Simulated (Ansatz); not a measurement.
# A frame of liquid Al2O3 from 2500 K (125 atoms): geometry optimisation

How does a frame of liquid Al2O3 from 2500 K (125 atoms) relax, and what do bonds, charges and levels look like afterwards?

Method: Kohn-Sham DFT, PBEsol, PAW (set soft_2), plane waves, in Ansatz 0.2.0.

## 1. Set-up

The cell holds 125 atoms: 50 Al and 75 O. Its edges and angles: a = 11.463 Å, b = 11.463 Å, c = 11.463 Å, α = 90.0°, β = 90.0°, γ = 90.0°. 125 atoms (50 Al, 75 O) placed at random at 2.81 g/cm³, melted at 4500 K for 20 ps at fixed volume with the Morse and Coulomb pair potential with partial charges (Pedone, Malavasi, Menziani, Cormack and Segre, J. Phys. Chem. B 110, 11780 (2006)). Snapshot at the end of a hold of 20 ps at 2500 K and fixed volume. The density is a measured one.

Before any run, some limits are plain. The network of bonds at the start is that of the classical potential that made the cell. Sampling is at Γ alone, for a cell whose shortest periodic width is 11 Å.

## 2. Single point at the start

A single point comes first, to see the forces before anything moves.

File input.yaml:

```yaml
crystal:
  lattice:
    - [11.4632, 0.0, 0.0]
    - [0.0, 11.4632, 0.0]
    - [0.0, 0.0, 11.4632]
  atoms:
    - { symbol: Al, position: [0.71249, 0.59162, 0.05378] }
    - { symbol: Al, position: [0.31765, 0.64399, 0.29789] }
    - { symbol: Al, position: [0.40215, 0.8185, 0.38441] }
    - { symbol: Al, position: [0.79453, 0.38597, 0.89437] }
    - { symbol: Al, position: [0.16444, 0.61004, 0.04788] }
    - { symbol: Al, position: [0.74606, 0.4037, 0.35529] }
    - { symbol: Al, position: [0.76275, 0.60481, 0.53762] }
    - { symbol: Al, position: [0.81731, 0.01108, 0.26272] }
    - { symbol: Al, position: [0.57066, 0.06665, 0.3977] }
    - { symbol: Al, position: [0.96352, 0.83998, 0.13388] }
    - { symbol: Al, position: [0.65474, 0.85286, 0.51248] }
    - { symbol: Al, position: [0.56976, 0.11432, 0.11484] }
    - { symbol: Al, position: [0.94294, 0.78211, 0.63917] }
    - { symbol: Al, position: [0.39662, 0.01581, 0.81142] }
    - { symbol: Al, position: [0.6905, 0.8461, 0.07992] }
    - { symbol: Al, position: [0.69373, 0.81558, 0.78964] }
    - { symbol: Al, position: [0.80197, 0.27531, 0.13058] }
    - { symbol: Al, position: [0.02414, 0.11694, 0.11418] }
    - { symbol: Al, position: [0.3363, 0.03203, 0.26002] }
    - { symbol: Al, position: [0.49089, 0.43957, 0.38161] }
    - { symbol: Al, position: [0.32934, 0.17417, 0.95803] }
    - { symbol: Al, position: [0.02533, 0.35089, 0.28049] }
    - { symbol: Al, position: [0.06421, 0.62795, 0.26737] }
    - { symbol: Al, position: [0.52542, 0.21255, 0.61017] }
    - { symbol: Al, position: [0.52654, 0.58773, 0.73149] }
    - { symbol: Al, position: [0.90311, 0.6607, 0.92402] }
    - { symbol: Al, position: [0.85176, 0.04411, 0.48549] }
    - { symbol: Al, position: [0.44817, 0.90068, 0.06721] }
    - { symbol: Al, position: [0.04799, 0.36422, 0.06288] }
    - { symbol: Al, position: [0.0441, 0.26669, 0.5592] }
    - { symbol: Al, position: [0.01098, 0.41194, 0.76021] }
    - { symbol: Al, position: [0.13929, 0.60166, 0.74773] }
    [... 87 atom lines left out ...]
    - { symbol: O, position: [0.81457, 0.48924, 0.45594] }
    - { symbol: O, position: [0.31304, 0.61178, 0.98779] }
    - { symbol: O, position: [0.48064, 0.68583, 0.30603] }
    - { symbol: O, position: [0.48284, 0.27391, 0.99082] }
    - { symbol: O, position: [0.26624, 0.74546, 0.40243] }
    - { symbol: O, position: [0.70083, 0.94192, 0.91566] }
kpoints:
  mp_grid: { grid: [1, 1, 1] }
hamiltonian:
  xc: pbesol
scf:
  occupations: { method: fermi_dirac, width: 0.025 }
output:
  forces: true
  stress: true
  populations: true
  dos:
    method: { smearing: { sigma: 0.08 } }
    de: 0.1
    projected: { site_lists: { Al: [Al], O: [O] } }
  eigenvalues: true
```

The run is started by

```console
$ ansatz run input.yaml --threads 4 --pin off --max-ram 8192MiB --backend cpu --events-out ev --progress --plain --runs-dir out
```

Numbers of over 12 decimals in the logs are rounded to 6 here.

The program printed:

```text
Engine: ansatz 0.2.0, x86_64-unknown-linux-gnu
Pseudopotentials: kind: paw
Pseudopotential: Al, paw, valence charge 3, recommended cutoff 420 eV (normal), Al.paw.azcp
Pseudopotential: O, paw, valence charge 6, recommended cutoff 420 eV (normal), O.paw.azcp
[... 3 lines on functional and potentials left out ...]
Crystal: 125 atoms, lattice volume = 1506.321 Å³
Basis set: ecut = 420 eV, 29423 PW (Γ), exchange–correlation on 160×160×160 points (8 copies of the dense FFT grid, shifted against one another)
Bands: 425, of which v1, the nominal top of the filled ones, is band 300 counted from 1 (299 counted from 0)
Symmetry: 1 space group operations
Space group: P1 (ITA 1), of the structure as read, at distance tolerance 1.1e-4 Å
k-points: 1
[... 7 lines on functional and potentials left out ...]
Initial density: superposition of atomic densities (neutral atoms: chi_scale 0, normalization atom), corrected by the library's trained network
Initial wavefunctions: pseudopotential atomic-orbital guess
Functional: x = pbesol(κ = 0.804, μ = 0.123457), c = pbesol(β = 0.046)
SCF iter   1: F=—  HF=-68403.572958 eV  |F-HF|=—  |Δ(HF+E_count)|=         —  Δρ=1.31e-2  dr2=2.16e0  ethr=1.77e-3  ⟨swp⟩=6.0  Hψ=1910  notcnv=0  defer=48
preconditioner: auto → Resta (q_TF=auto, 2.340 Å⁻¹)  ε∞=3.8  [insulator: Δε(μ)=1.191 eV  Ē_g=14.081 eV  σ=0.025 eV  W_gap=1.00  n_scr=340 (ndim 8)  ℏωp=23.4 eV  f_vac=0.049  D(μ)=0.00/eV (n_scr^D=0)  ε∞_Penn≈3.8]
SCF iter   2: F=—  HF=-68402.987652 eV  |F-HF|=—  |Δ(HF+E_count)|=   5.85e-1  Δρ=2.81e-3  dr2=8.78e-2  ethr=3.60e-4  ⟨swp⟩=3.0  Hψ=725  notcnv=0  defer=119
SCF iter   3: F=—  HF=-68402.978190 eV  |F-HF|=—  |Δ(HF+E_count)|=   9.46e-3  Δρ=1.22e-3  dr2=2.51e-2  ethr=1.46e-5  ⟨swp⟩=2.0  Hψ=559  notcnv=0  defer=119
SCF iter   4: F=—  HF=-68402.979065 eV  |F-HF|=—  |Δ(HF+E_count)|=   8.75e-4  Δρ=9.51e-4  dr2=1.41e-2  ethr=4.18e-6  ⟨swp⟩=2.0  Hψ=542  notcnv=0  defer=119
SCF iter   5: F=—  HF=-68402.976910 eV  |F-HF|=—  |Δ(HF+E_count)|=   2.15e-3  Δρ=2.04e-4  dr2=6.90e-4  ethr=2.35e-6  ⟨swp⟩=2.0  Hψ=536  notcnv=0  defer=119
SCF iter   6: F=—  HF=-68402.976918 eV  |F-HF|=—  |Δ(HF+E_count)|=   8.22e-6  Δρ=1.04e-4  dr2=1.71e-4  ethr=1.15e-7  ⟨swp⟩=2.0  Hψ=535  notcnv=0  defer=119
SCF iter   7: F=—  HF=-68402.976960 eV  |F-HF|=—  |Δ(HF+E_count)|=   4.20e-5  Δρ=4.28e-5  dr2=2.60e-5  ethr=2.85e-8  ⟨swp⟩=2.0  Hψ=539  notcnv=0  defer=119
SCF iter   8: F=—  HF=-68402.977013 eV  |F-HF|=—  |Δ(HF+E_count)|=   5.32e-5  Δρ=1.71e-5  dr2=4.14e-6  ethr=4.34e-9  ⟨swp⟩=2.0  Hψ=724  notcnv=0  defer=119
SCF iter   9: F=—  HF=-68402.977016 eV  |F-HF|=—  |Δ(HF+E_count)|=   3.14e-6  Δρ=7.78e-6  dr2=9.30e-7  ethr=6.90e-10  ⟨swp⟩=2.0  Hψ=536  notcnv=0  defer=119
SCF iter  10: F=—  HF=-68402.977017 eV  |F-HF|=—  |Δ(HF+E_count)|=   4.30e-7  Δρ=5.25e-6  dr2=3.92e-7  ethr=1.55e-10  ⟨swp⟩=2.0  Hψ=602  notcnv=0  defer=119
SCF iter  11: F=-68402.977017 eV  HF=-68402.977017 eV  |F-HF|=2.72e-8  |Δ(HF+E_count)|=   7.29e-8  Δρ=1.48e-6  dr2=4.22e-8  ethr=1.67e-11  ⟨swp⟩=12.0  Hψ=2468  notcnv=0
SCF 1 converged in 11 iterations: F = -68402.977017 eV  dr2 = 4.22e-8
  greatest PAW one-centre occupation: 0.870 electrons in one spin orbital (limit 2), on the O atom at site 61 (counted from 0), in its partial waves of l = 0
SCF converged after 11 iterations
Free energy (F): -68402.977017 eV
Harris-Foulkes:  -68402.977017 eV  (|F-HF|=2.72e-8)
Internal energy: -68402.977017 eV  (E = F + TS)
E sigma→0 (E₀):  -68402.977017 eV
Fermi energy:    5.789321 eV
--- Per-component energies (eV) ---
  E_band       = -1406.908977
  E_kinetic    = 14461.233535
  E_local      = -34419.865828  (includes V_loc(G=0)·N_el)
  E_nonlocal   = 4107.722901
  E_hartree    = 12923.986594
  E_xc         = -7465.127743
  E_vxc        = -8510.404094  (∫ρ·V_xc dr)
  E_paw        = -34194.417089  (= ΣΔE_a)
  E_vpaw       = -2893.775622  (= ΣTr[D̂ρ^β])
  E_aug_tail   = 0.186387  (compensation charges beyond the density's cutoff)
  E_ewald      = -23820.299318
  E_core_change = 3.603544  (= ΣΔE_core)
  E_smearing   = -0.000000  (= −TS)
  E_closure    = 0.000000  (closes the sum)
  Σ components = -68402.977017   (vs F -68402.977017, Δ=0.00e0)
--- Forces (eV/Å), atoms counted from 1 ---
  atom   1  Al    -1.54086625     1.31000166    -4.42942370
  atom   2  Al     2.74769402    -2.55559114     1.54913011
  atom   3  Al     2.47702882     3.12597574    -1.78103187
  atom   4  Al     0.12795565     2.66739267    -2.32314744
  atom   5  Al     1.10237736    -1.26757794    -1.21851519
  atom   6  Al    -0.98736715    -0.59993563    -1.28982583
  atom   7  Al    -5.62858543    -0.48576160     1.03973172
  atom   8  Al     1.66490987     2.42020340    -0.93869702
  atom   9  Al    -2.98585757     0.48283642    -1.58122296
  atom  10  Al     0.52884635     0.38934925    -0.03116976
  atom  11  Al     2.66149036    -1.05869847     1.25305968
  atom  12  Al     0.49912303    -1.36547637    -4.45679890
  atom  13  Al    -3.53145314    -0.20016281     0.35745803
  atom  14  Al     3.01647616    -1.34764485     1.70381306
[...]
atom 124  O     -0.14375314    -0.81402425     1.15175537
  atom 125  O      0.99268748    -2.11869058    -1.24280402
  max |Σ_I F_I| component: 9.60e-5 eV/Å
--- Stress (GPa, compression-positive) ---
       -4.818683       0.146824      -3.297533
        0.146825      -3.881381       0.237896
       -3.297552       0.237891      -2.073245
  P = ⅓ Tr σ = -3.5911 GPa (-35.911 kbar)
--- Band table (eV) ---
  k-point 0: bands = ["-15.3370", "-15.1781", "-15.0215", "-14.9564", [... 409 levels ...], "14.2292", "14.2785", "14.3049", "14.3613", "14.4174", "14.4464", "14.4559", "14.4767", "14.5331", "14.5958", "14.6714", "14.7170"]
--- Löwdin populations: 125 sites ---
  site symbol       q [e]
     0     Al      1.7104
     1     Al      1.6462
     2     Al      1.6740
[...]
124      O      6.7725
  spilling = 0.008936 (of n_electrons = 600.000000)
```

Run time: 16 s. Hardware: 4 threads of Intel Xeon Platinum 8488C (Sapphire Rapids), shared host; peak memory 2.1 GiB.

Read from the output:

```yaml
free_energy: -68402.9770 eV
free_energy_per_atom: -547.2238 eV/atom
scf_cycles: 11
pressure: -3.591 GPa
r_m_s_force_component: 2.127 eV/Å
longest_force: 10.94 eV/Å
fermi_energy: 5.789 eV
spacing_of_highest_filled_and_lowest_empty_level: 1.173 eV
spilling_of_the_projection: 0.008936
```

The r.m.s. force component of 2.1 eV/Å and the pressure of -3.6 GPa set the starting point.

Neighbours are counted within 2.48 Å (O-Al).

Length of the force by element and coordination:

```csv
element,coordination,atoms,mean length of the force (eV/Å),spread,least,most
Al,all,50,3.66,1.93,0.546,10.9
Al,3,2,4.72,1.46,3.27,6.18
Al,4,29,3.65,1.59,0.657,7.40
Al,5,19,3.58,2.35,0.546,10.9
O,all,75,2.97,1.55,0.427,8.46
O,2,14,2.71,1.19,1.13,4.77
O,3,55,3.08,1.67,0.427,8.46
O,4,6,2.48,0.808,1.69,4.09
```

## 3. Relaxation

The atoms are relaxed in the fixed cell, aiming at the force tolerance of the input.

input.yaml, the sections that differ from step 2:

```yaml
output:
  forces: true
relax:
  f_tol: 0.03
  max_steps: 200
# crystal, kpoints, hamiltonian, scf: as in step 2
```

The program printed:

```text
[...]
Crystal: 125 atoms, lattice volume = 1506.321 Å³
Basis set: ecut = 420 eV, 29423 PW (Γ), exchange–correlation on 160×160×160 points (8 copies of the dense FFT grid, shifted against one another)
Bands: 425, of which v1, the nominal top of the filled ones, is band 300 counted from 1 (299 counted from 0)
Symmetry: 1 space group operations
[...]
k-points: 1
[...]
SCF iter   1: F=—  HF=-68403.572958 eV  |F-HF|=—  |Δ(HF+E_count)|=         —  Δρ=1.31e-2  dr2=2.16e0  ethr=1.77e-3  ⟨swp⟩=6.0  Hψ=1910  notcnv=0  defer=48
[...]
SCF iter   8: F=-68402.977016 eV  HF=-68402.977013 eV  |F-HF|=2.20e-6  |Δ(HF+E_count)|=   3.36e-6  Δρ=1.64e-5  dr2=4.02e-6  ethr=3.75e-9  ⟨swp⟩=4.0  Hψ=1050  notcnv=0
SCF 1 converged in 8 iterations: F = -68402.977016 eV  dr2 = 4.02e-6
[...]
relax step   1: F+E_penalty+E_count = -68402.97701555 eV  Δ(F+E_penalty+E_count) = +0.000e0 eV  max|allowed force component| = 8.564e0 eV/Å  Δτ_max = 0.0000 Å  (8 SCF iters, dr2 threshold 2.25e-5 eV, accepted)
[...]
relax step   2: F+E_penalty+E_count = -68423.07316151 eV  Δ(F+E_penalty+E_count) = -2.010e1 eV  max|allowed force component| = 4.757e0 eV/Å  Δτ_max = 0.1948 Å  (8 SCF iters, dr2 threshold 1.00e-4 eV, accepted)
[...]
relax step   3: F+E_penalty+E_count = -68436.11104172 eV  Δ(F+E_penalty+E_count) = -1.304e1 eV  max|allowed force component| = 2.015e0 eV/Å  Δτ_max = 0.1920 Å  (8 SCF iters, dr2 threshold 1.00e-4 eV, accepted)
relax step   4: F+E_penalty+E_count = -68442.31752191 eV  Δ(F+E_penalty+E_count) = -6.206e0 eV  max|allowed force component| = 1.208e0 eV/Å  Δτ_max = 0.1955 Å  (7 SCF iters, dr2 threshold 1.00e-4 eV, accepted)
relax step   5: F+E_penalty+E_count = -68444.91511184 eV  Δ(F+E_penalty+E_count) = -2.598e0 eV  max|allowed force component| = 7.634e-1 eV/Å  Δτ_max = 0.1950 Å  (7 SCF iters, dr2 threshold 1.00e-4 eV, accepted)
relax step   6: F+E_penalty+E_count = -68446.34365653 eV  Δ(F+E_penalty+E_count) = -1.429e0 eV  max|allowed force component| = 6.916e-1 eV/Å  Δτ_max = 0.1960 Å  (7 SCF iters, dr2 threshold 1.00e-4 eV, accepted)
relax step   7: F+E_penalty+E_count = -68447.41705673 eV  Δ(F+E_penalty+E_count) = -1.073e0 eV  max|allowed force component| = 5.737e-1 eV/Å  Δτ_max = 0.2000 Å  (7 SCF iters, dr2 threshold 1.00e-4 eV, accepted)
relax step   8: F+E_penalty+E_count = -68448.17013326 eV  Δ(F+E_penalty+E_count) = -7.531e-1 eV  max|allowed force component| = 7.913e-1 eV/Å  Δτ_max = 0.1930 Å  (7 SCF iters, dr2 threshold 1.00e-4 eV, accepted)
relax step   9: F+E_penalty+E_count = -68448.63702868 eV  Δ(F+E_penalty+E_count) = -4.669e-1 eV  max|allowed force component| = 5.827e-1 eV/Å  Δτ_max = 0.1961 Å  (6 SCF iters, dr2 threshold 1.00e-4 eV, accepted)
relax step  10: F+E_penalty+E_count = -68449.11820084 eV  Δ(F+E_penalty+E_count) = -4.812e-1 eV  max|allowed force component| = 6.706e-1 eV/Å  Δτ_max = 0.1955 Å  (6 SCF iters, dr2 threshold 1.00e-4 eV, accepted)
relax step  11: F+E_penalty+E_count = -68449.77109063 eV  Δ(F+E_penalty+E_count) = -6.529e-1 eV  max|allowed force component| = 5.285e-1 eV/Å  Δτ_max = 0.2000 Å  (6 SCF iters, dr2 threshold 1.00e-4 eV, accepted)
relax step  12: F+E_penalty+E_count = -68450.26777891 eV  Δ(F+E_penalty+E_count) = -4.967e-1 eV  max|allowed force component| = 9.430e-1 eV/Å  Δτ_max = 0.1930 Å  (6 SCF iters, dr2 threshold 1.00e-4 eV, accepted)
relax step  13: F+E_penalty+E_count = -68450.65267329 eV  Δ(F+E_penalty+E_count) = -3.849e-1 eV  max|allowed force component| = 3.746e-1 eV/Å  Δτ_max = 0.2000 Å  (6 SCF iters, dr2 threshold 1.00e-4 eV, accepted)
relax step  14: F+E_penalty+E_count = -68450.95556893 eV  Δ(F+E_penalty+E_count) = -3.029e-1 eV  max|allowed force component| = 7.181e-1 eV/Å  Δτ_max = 0.1938 Å  (7 SCF iters, dr2 threshold 2.22e-5 eV, accepted)
relax step  15: F+E_penalty+E_count = -68451.27303352 eV  Δ(F+E_penalty+E_count) = -3.175e-1 eV  max|allowed force component| = 3.409e-1 eV/Å  Δτ_max = 0.1944 Å  (6 SCF iters, dr2 threshold 8.14e-5 eV, accepted)
relax step  16: F+E_penalty+E_count = -68451.70805214 eV  Δ(F+E_penalty+E_count) = -4.350e-1 eV  max|allowed force component| = 4.453e-1 eV/Å  Δτ_max = 0.2000 Å  (7 SCF iters, dr2 threshold 2.62e-5 eV, accepted)
relax step  17: F+E_penalty+E_count = -68452.12942026 eV  Δ(F+E_penalty+E_count) = -4.214e-1 eV  max|allowed force component| = 4.694e-1 eV/Å  Δτ_max = 0.2000 Å  (7 SCF iters, dr2 threshold 4.47e-5 eV, accepted)
relax step  18: F+E_penalty+E_count = -68452.56105131 eV  Δ(F+E_penalty+E_count) = -4.316e-1 eV  max|allowed force component| = 5.084e-1 eV/Å  Δτ_max = 0.1932 Å  (6 SCF iters, dr2 threshold 1.00e-4 eV, accepted)
relax step  19: F+E_penalty+E_count = -68452.95284723 eV  Δ(F+E_penalty+E_count) = -3.918e-1 eV  max|allowed force component| = 2.896e-1 eV/Å  Δτ_max = 0.2000 Å  (6 SCF iters, dr2 threshold 1.00e-4 eV, accepted)
relax step  20: F+E_penalty+E_count = -68453.18028835 eV  Δ(F+E_penalty+E_count) = -2.274e-1 eV  max|allowed force component| = 8.186e-2 eV/Å  Δτ_max = 0.2000 Å  (7 SCF iters, dr2 threshold 2.72e-5 eV, accepted)
relax step  21: F+E_penalty+E_count = -68453.20250275 eV  Δ(F+E_penalty+E_count) = -2.221e-2 eV  max|allowed force component| = 4.644e-2 eV/Å  Δτ_max = 0.1424 Å  (9 SCF iters, accepted)
[...]
relax step  22: F+E_penalty+E_count = -68453.20330890 eV  Δ(F+E_penalty+E_count) = -8.061e-4 eV  max|allowed force component| = 2.762e-2 eV/Å  Δτ_max = 0.0189 Å  (7 SCF iters, accepted)
SCF converged after 7 iterations
Free energy (F): -68453.203309 eV
[...]
Internal energy: -68453.203309 eV  (E = F + TS)
E sigma→0 (E₀):  -68453.203309 eV
Fermi energy:    5.994153 eV
[...]
--- Forces (eV/Å), atoms counted from 1 ---
  atom   1  Al     0.00742588     0.00232275     0.00551182
  atom   2  Al    -0.00439753    -0.00824834     0.00697904
  atom   3  Al     0.00587292     0.00419405     0.00750679
  atom   4  Al     0.01963785     0.00696570     0.00558843
  atom   5  Al    -0.00171676    -0.01353750    -0.00418210
  atom   6  Al    -0.00154979     0.00111826     0.00665497
  atom   7  Al    -0.00227907     0.00819413     0.00832937
  atom   8  Al    -0.00229741    -0.00694993     0.00300171
  atom   9  Al     0.00565053    -0.00147260     0.01105239
  atom  10  Al    -0.00405337    -0.00390472    -0.00702592
  atom  11  Al     0.00138134     0.00169439     0.00393667
  atom  12  Al    -0.00449872     0.00136418     0.00732574
  atom  13  Al    -0.00910348    -0.00158493    -0.00399457
  atom  14  Al    -0.00407252    -0.00136664    -0.00366093
[...]
atom 124  O     -0.00367009     0.00063686     0.00089146
  atom 125  O      0.00124227    -0.00256120     0.01145246
  max |Σ_I F_I| component: 1.08e-4 eV/Å
--- Relaxed structure (22 steps of the walk, 22 accepted, 0 SCFs on fresh bases) ---
  F+E_penalty+E_count = -68453.20330890 eV   max|allowed force component| = 2.762e-2 eV/Å
  atoms:
    - { symbol: Al, position: [0.672126, 0.603797, 0.010864] }
    - { symbol: Al, position: [0.320748, 0.632365, 0.321910] }
    - { symbol: Al, position: [0.391022, 0.846927, 0.371978] }
    - { symbol: Al, position: [0.793415, 0.376025, 0.906771] }
[...]
- { symbol: O, position: [0.696738, 0.918658, 0.936819] }
```

Wall time 2.6 min (4 threads); peak memory 2.1 GiB; 9.8 min of CPU time.

The steps of the relaxation:

```csv
step,energy less that of the first step (eV),largest force component (eV/Å)
1,0.0000,8.5637
2,-20.0961,4.7575
3,-33.1340,2.0152
4,-39.3405,1.2075
5,-41.9381,0.7634
6,-43.3666,0.6916
7,-44.4400,0.5737
8,-45.1931,0.7913
9,-45.6600,0.5827
10,-46.1412,0.6705
11,-46.7941,0.5285
12,-47.2908,0.9430
13,-47.6757,0.3746
14,-47.9786,0.7181
15,-48.2960,0.3409
16,-48.7310,0.4453
17,-49.1524,0.4694
18,-49.5840,0.5084
19,-49.9758,0.2896
20,-50.2033,0.0819
21,-50.2255,0.0464
22,-50.2263,0.0276
```

The atoms that moved most (Å):

```csv
atom,dx,dy,dz,length
O56,-1.482,-0.074,-0.588,1.596
O112,-0.589,1.174,-0.519,1.412
O66,0.201,0.747,-1.030,1.288
O79,-0.085,1.069,-0.242,1.099
O121,-0.326,-1.008,0.036,1.060
O76,0.722,0.643,-0.392,1.043
Al24,0.710,0.350,-0.607,0.998
O118,0.582,0.617,-0.514,0.992
```

The relaxation changed the energy by -402 meV/atom, and atoms moved by 0.57 Å r.m.s., 1.6 Å at most.

[end of part 1 of 3]

[Logs are printed without paths, hosts, clocks, repeated set-up lines and the standing remarks that a program may print on its own settings, such as how far it seeks lower states.]

[Hosts, paths, dates, database ids (printed as entryN), source tags and the programs' standing remarks are cut or masked in the printed files.]
